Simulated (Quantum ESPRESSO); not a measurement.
**Moments of Li2MnN2 from a parallel start**

Aim: the moments that Li2MnN2 holds when they start parallel.

Main program and level: Quantum ESPRESSO 7.5; PBEsol with U = 3.2 eV on Mn d (ortho-atomic projectors); plane waves with GBRV 1.5 PBEsol potentials, no spin-orbit coupling.

## 1. The structure

The structure is trigonal, space group P-3m1 (No. 164). The conventional cell has a = 3.026 Å, b = 3.026 Å, c = 5.423 Å, α = 90.00°, β = 90.00°, γ = 120.00°. Nearest to Li lie 4 N at 1.94 to 2.42 Å and 3 Li at 2.36 Å. Nearest to Mn lie 6 N at 2.05 Å. Nearest to N lie 4 Li at 1.94 to 2.42 Å and 3 Mn at 2.05 Å. Farther neighbours and most contacts between anions are not listed.

Coordinates:

```
CELL_PARAMETERS angstrom
3.02631 0.00000 0.00000
-1.51316 2.62086 0.00000
0.00000 0.00000 5.42322
ATOMIC_POSITIONS crystal
Li 0.66667 0.33333 0.35374
Li 0.33333 0.66667 0.64626
Mn 0.00000 0.00000 0.00000
N 0.66667 0.33333 0.80068
N 0.33333 0.66667 0.19932
```

The cell comes from Materials Project 2023-11-01, a database of computed structures, and need not be the stable phase.

## 2. Run 1, typed as ferro +

The signs are those of the starting moments on the seeded atoms, the atoms that are given a moment.

ASE passes magmoms on as starting_magnetization. pw.x reads values of 1 or more as Bohr magnetons; where all are smaller, it reads them as fractions of the valence charge.

Input file pw.py:

```python
from ase import Atoms
from ase.calculators.espresso import Espresso, EspressoProfile

atoms = Atoms(['Li', 'Li', 'Mn', 'N', 'N'],
    cell=[[3.02631087, 0.0, 0.0],
         [-1.51315544, 2.6208621, 0.0],
         [0.0, 0.0, 5.423215]],
    scaled_positions=[[0.66666667, 0.33333333, 0.353737],
         [0.33333333, 0.66666667, 0.646263],
         [0.0, 0.0, 0.0],
         [0.66666667, 0.33333333, 0.800681],
         [0.33333333, 0.66666667, 0.199319]],
    pbc=True,
    magmoms=[0.0, 0.0, 4.5, 0.0, 0.0])
input_data = {
    'control': {'calculation': 'scf', 'prefix': 'pwscf', 'outdir': './tmp', 'disk_io': 'nowf'},
    'system': {'ecutwfc': 40.0, 'ecutrho': 280.0, 'nbnd': 26, 'occupations': 'smearing', 'smearing': 'fd', 'degauss': 0.00367493, 'nspin': 2},
    'electrons': {'conv_thr': 1e-08, 'electron_maxstep': 150, 'mixing_beta': 0.3},
}
atoms.calc = Espresso(
    profile=EspressoProfile(command='mpirun -n 2 pw.x -nk 2', pseudo_dir='pseudo'),
    pseudopotentials={'N': 'n_pbesol_v1.2.uspp.F.UPF', 'Mn': 'mn_pbesol_v1.5.uspp.F.UPF', 'Li': 'li_pbesol_v1.4.uspp.F.UPF'},
    input_data=input_data,
    kpts=(8, 8, 4),
    koffset=(0, 0, 0),
    additional_cards=['HUBBARD {ortho-atomic}', 'U Mn-3d 3.2000'])
energy = atoms.get_potential_energy(force_consistent=True)
print(f'free energy: {energy:.6f} eV')
print('site moments (muB):', atoms.get_magnetic_moments().round(3))
```

Run with:

```console
OMP_NUM_THREADS=1 python3 pw.py > pw.log
```

Output:

```text
AssertionError: ((2, 0), 35)
(pw.x finished, but the reader of ASE stopped at the Hubbard occupations in its output; the numbers below come from pw.x itself.)

--- espresso.pwo ---
Program PWSCF v.7.5 starts

Warning: card &CELL ignored
Warning: card &FCP ignored
Warning: card &RISM ignored

     Message from routine setup:
     using ibrav=0 with symmetry is DISCOURAGED, use correct ibrav instead

     K-points division:     npool     =       2
     Subspace diagonalization in iterative solution of the eigenvalue problem:

     G-vector sticks info
     --------------------
     sticks:   dense  smooth     PW     G-vecs:    dense   smooth      PW
     Sum         637     361    121                22951    10001    1751

     Using Slab Decomposition

     bravais-lattice index     =            0
     lattice parameter (alat)  =       5.7189  a.u.
     unit-cell volume          =     290.2760 (a.u.)^3
     number of atoms/cell      =            5
     number of atomic types    =            3
     number of electrons       =        31.00
     number of Kohn-Sham states=           26
     kinetic-energy cutoff     =      40.0000  Ry
     charge density cutoff     =     280.0000  Ry
     scf convergence threshold =      1.0E-08
     mixing beta               =       0.3000
     number of iterations used =            8  plain     mixing
     Exchange-correlation= SLA  PW   PSX  PSC
                           (   1   4  10   8   0   0   0)
     Hubbard projectors: ortho-atomic
     Hubbard parameters of DFT+U (Dudarev formulation) in eV:
     U(Mn-3d) =  3.2000

     Internal variables: lda_plus_u =T, lda_plus_u_kind = 0

     Internal variables: orbital_resolved =F, hub_pot_fix =F, apply_U = F

     celldm(1)=   5.718899  celldm(2)=   0.000000  celldm(3)=   0.000000
     celldm(4)=   0.000000  celldm(5)=   0.000000  celldm(6)=   0.000000

     crystal axes: (cart. coord. in units of alat)
               a(1) = (   1.000000   0.000000   0.000000 )
               a(2) = (  -0.500000   0.866025   0.000000 )
               a(3) = (   0.000000   0.000000   1.792022 )

     reciprocal axes: (cart. coord. in units 2 pi/alat)
               b(1) = (  1.000000  0.577350 -0.000000 )
               b(2) = (  0.000000  1.154701  0.000000 )
               b(3) = (  0.000000 -0.000000  0.558029 )

     PseudoPot. # 1 for Li read from file:
     li_pbesol_v1.4.uspp.F.UPF
     Pseudo is Ultrasoft, Zval =  3.0
     Generated by new atomic code, or converted to UPF format
     Using radial grid of  751 points,  5 beta functions with:
                l(1) =   0
                l(2) =   0
                l(3) =   0
                l(4) =   1
                l(5) =   1
     Q(r) pseudized with 10 coefficients,  rinner =    1.150   1.150   1.150

     PseudoPot. # 2 for Mn read from file:
     mn_pbesol_v1.5.uspp.F.UPF
     Pseudo is Ultrasoft + core correction, Zval = 15.0
     Generated by new atomic code, or converted to UPF format
     Using radial grid of  859 points,  6 beta functions with:
                l(1) =   0
                l(2) =   0
                l(3) =   1
                l(4) =   1
                l(5) =   2
                l(6) =   2
     Q(r) pseudized with  8 coefficients,  rinner =    0.950   0.950   0.950
                                                       0.950   0.950

     PseudoPot. # 3 for N  read from file:
     n_pbesol_v1.2.uspp.F.UPF
     Pseudo is Ultrasoft + core correction, Zval =  5.0
     Generated by new atomic code, or converted to UPF format
     Using radial grid of  729 points,  4 beta functions with:
                l(1) =   0
                l(2) =   0
                l(3) =   1
                l(4) =   1
     Q(r) pseudized with  8 coefficients,  rinner =    0.900   0.900   0.900

     atomic species   valence    mass     pseudopotential
     Li                3.00     6.94000     Li( 1.00)
     Mn               15.00    54.93804     Mn( 1.00)
     N                 5.00    14.00700     N ( 1.00)

     Starting magnetic structure
     atomic species   magnetization
     Li              0.000
     Mn              0.300
     N               0.000

     12 Sym. Ops., with inversion, found

   Cartesian axes

     site n.     atom                  positions (alat units)
         1        Li     tau(   1) = (   0.5000000   0.2886751   0.6339044  )
         2        Li     tau(   2) = (  -0.0000000   0.5773503   1.1581174  )
         3        Mn     tau(   3) = (   0.0000000   0.0000000   0.0000000  )
         4        N      tau(   4) = (   0.5000000   0.2886751   1.4348378  )
         5        N      tau(   5) = (  -0.0000000   0.5773503   0.3571840  )

     number of k points=    35  Fermi-Dirac smearing, width (Ry)=  0.0037
                       cart. coord. in units 2pi/alat
        k(    1) = (   0.0000000   0.0000000   0.0000000), wk =   0.0039062
        k(    2) = (   0.0000000   0.0000000   0.1395072), wk =   0.0078125
        k(    3) = (   0.0000000   0.0000000  -0.2790145), wk =   0.0039062
        k(    4) = (   0.0000000   0.1443376   0.0000000), wk =   0.0234375
        k(    5) = (   0.0000000   0.1443376   0.1395072), wk =   0.0234375
        [... 30 further k-points ...]

     Dense  grid:    22951 G-vectors     FFT dimensions: (  32,  32,  60)

     Smooth grid:    10001 G-vectors     FFT dimensions: (  24,  24,  45)

     Check: negative core charge=   -0.000034
     Generating pointlists ...
     new r_m :   0.2641 (alat units)  1.5104 (a.u.) for type    1
     new r_m :   0.2800 (alat units)  1.6016 (a.u.) for type    2
     new r_m :   0.2641 (alat units)  1.5104 (a.u.) for type    3

     Initial potential from superposition of free atoms

     starting charge      29.5983, renormalised to      31.0000

     STARTING HUBBARD OCCUPATIONS:

     =================== HUBBARD OCCUPATIONS ===================
     ------------------------ ATOM    3 ------------------------
     Tr[ns(  3)] (up, down, total) =   5.00000  0.00000  5.00000
     Atomic magnetic moment for atom   3 =   5.00000
     [... lines left out ...]
     Number of occupied Hubbard levels =    5.0000

     Atomic wfc used for Hubbard projectors are orthogonalized

     Starting wfcs are   31 randomized atomic wfcs

     Self-consistent Calculation

     iteration #  1     ecut=    40.00 Ry     beta= 0.30
     Davidson diagonalization with overlap
     ethr =  1.00E-02,  avg # of iterations =  4.0

     =================== HUBBARD OCCUPATIONS ===================
     ------------------------ ATOM    3 ------------------------
     Tr[ns(  3)] (up, down, total) =   1.30807  0.23528  1.54335
     Atomic magnetic moment for atom   3 =   1.07280
     [... lines left out ...]
     Number of occupied Hubbard levels =    1.5433

     total energy              =    -275.02750620 Ry
     estimated scf accuracy    <      15.60244780 Ry

     total magnetization       =     1.00 Bohr mag/cell
     absolute magnetization    =     1.38 Bohr mag/cell

     iteration #  2     ecut=    40.00 Ry     beta= 0.30
     Davidson diagonalization with overlap
     ethr =  1.00E-02,  avg # of iterations =  3.0

     total energy              =    -277.14405581 Ry
     estimated scf accuracy    <      27.01798525 Ry

     total magnetization       =     0.42 Bohr mag/cell
     absolute magnetization    =     0.42 Bohr mag/cell

     iteration #  3     ecut=    40.00 Ry     beta= 0.30
     Davidson diagonalization with overlap
     ethr =  1.00E-02,  avg # of iterations =  2.0

     total energy              =    -279.92455142 Ry
     estimated scf accuracy    <       0.92137365 Ry

     total magnetization       =     3.00 Bohr mag/cell
     absolute magnetization    =     3.18 Bohr mag/cell

     [... further iterations left out ...]

     iteration # 12     ecut=    40.00 Ry     beta= 0.30
     Davidson diagonalization with overlap
     ethr =  9.55E-08,  avg # of iterations =  1.0

     negative rho (up, down):  0.000E+00 1.241E-04

     total energy              =    -280.03507461 Ry
     estimated scf accuracy    <       0.00000892 Ry

     total magnetization       =     3.00 Bohr mag/cell
     absolute magnetization    =     3.66 Bohr mag/cell

     iteration # 13     ecut=    40.00 Ry     beta= 0.30
     Davidson diagonalization with overlap
     ethr =  2.88E-08,  avg # of iterations =  1.5

     negative rho (up, down):  0.000E+00 1.232E-04

     total energy              =    -280.03507705 Ry
     estimated scf accuracy    <       0.00000032 Ry

     total magnetization       =     3.00 Bohr mag/cell
     absolute magnetization    =     3.67 Bohr mag/cell

     iteration # 14     ecut=    40.00 Ry     beta= 0.30
     Davidson diagonalization with overlap
     ethr =  1.02E-09,  avg # of iterations =  2.0

     negative rho (up, down):  0.000E+00 1.236E-04

     total energy              =    -280.03507728 Ry
     estimated scf accuracy    <       0.00000006 Ry

     total magnetization       =     3.00 Bohr mag/cell
     absolute magnetization    =     3.67 Bohr mag/cell

     iteration # 15     ecut=    40.00 Ry     beta= 0.30
     Davidson diagonalization with overlap
     ethr =  1.94E-10,  avg # of iterations =  2.0

     negative rho (up, down):  0.000E+00 1.236E-04

     Magnetic moment per site  (integrated on atomic sphere of radius R)
     atom   1 (R=0.264)  charge=  2.2051  magn= -0.0078
     atom   2 (R=0.264)  charge=  2.2051  magn= -0.0078
     atom   3 (R=0.280)  charge= 12.1537  magn=  2.9445
     atom   4 (R=0.264)  charge=  4.1021  magn= -0.1297
     atom   5 (R=0.264)  charge=  4.1021  magn= -0.1297

     End of self-consistent calculation

     =================== HUBBARD OCCUPATIONS ===================
     ------------------------ ATOM    3 ------------------------
     Tr[ns(  3)] (up, down, total) =   4.26070  0.95511  5.21581
     Atomic magnetic moment for atom   3 =   3.30560
     [... lines left out ...]
     Number of occupied Hubbard levels =    5.2158

     [... lines left out ...]
     the Fermi energy is     9.6902 ev

!    total energy              =    -280.03507730 Ry
     estimated scf accuracy    <          7.6E-09 Ry
     smearing contrib. (-TS)   =      -0.00000033 Ry
     internal energy E=F+TS    =    -280.03507697 Ry

     The total energy is F=E-TS. E is the sum of the following terms:
     one-electron contribution =    -181.13893487 Ry
     hartree contribution      =     100.86257103 Ry
     xc contribution           =     -43.73808986 Ry
     ewald contribution        =    -156.16190974 Ry
     Hubbard energy            =       0.14128646 Ry

     total magnetization       =     3.00 Bohr mag/cell
     absolute magnetization    =     3.67 Bohr mag/cell

     convergence has been achieved in  15 iterations

=------------------------------------------------------------------------------=
   JOB DONE.
=------------------------------------------------------------------------------=
```

Run time: 30 s. Hardware: 2 MPI ranks of Arm Neoverse V1, shared host; peak memory 0.32 GiB.

Spin moment in the atom's sphere by atom:

| atom | spin moment in the atom's sphere (μB) |
| --- | --- |
| Li1 | -0.01 |
| Li2 | -0.01 |
| Mn3 | 2.94 |
| N4 | -0.13 |
| N5 | -0.13 |

This step gave:

| Property | Result |
| --- | --- |
| smearing term TS | 4.52e-6 eV |
| magnetization | 3 μB |
| absolute magnetization | 3.667 μB |
| final state | ferromagnetic |

(Continued in part 2 of 2.)

[Logs and program files are shortened in this print: banners, set-up blocks, solver, clock and traceback lines can be left out without a mark of their own.]

[Logs are printed without paths, hosts, clocks, repeated set-up lines and the standing remarks that a program may print on its own settings, such as how far it seeks lower states.]

[Hosts, paths, dates, database ids (printed as entryN), source tags and the programs' standing remarks are cut or masked in the printed files.]

[Where a cell is said to come from a database of computed structures, the database is the Materials Project.]
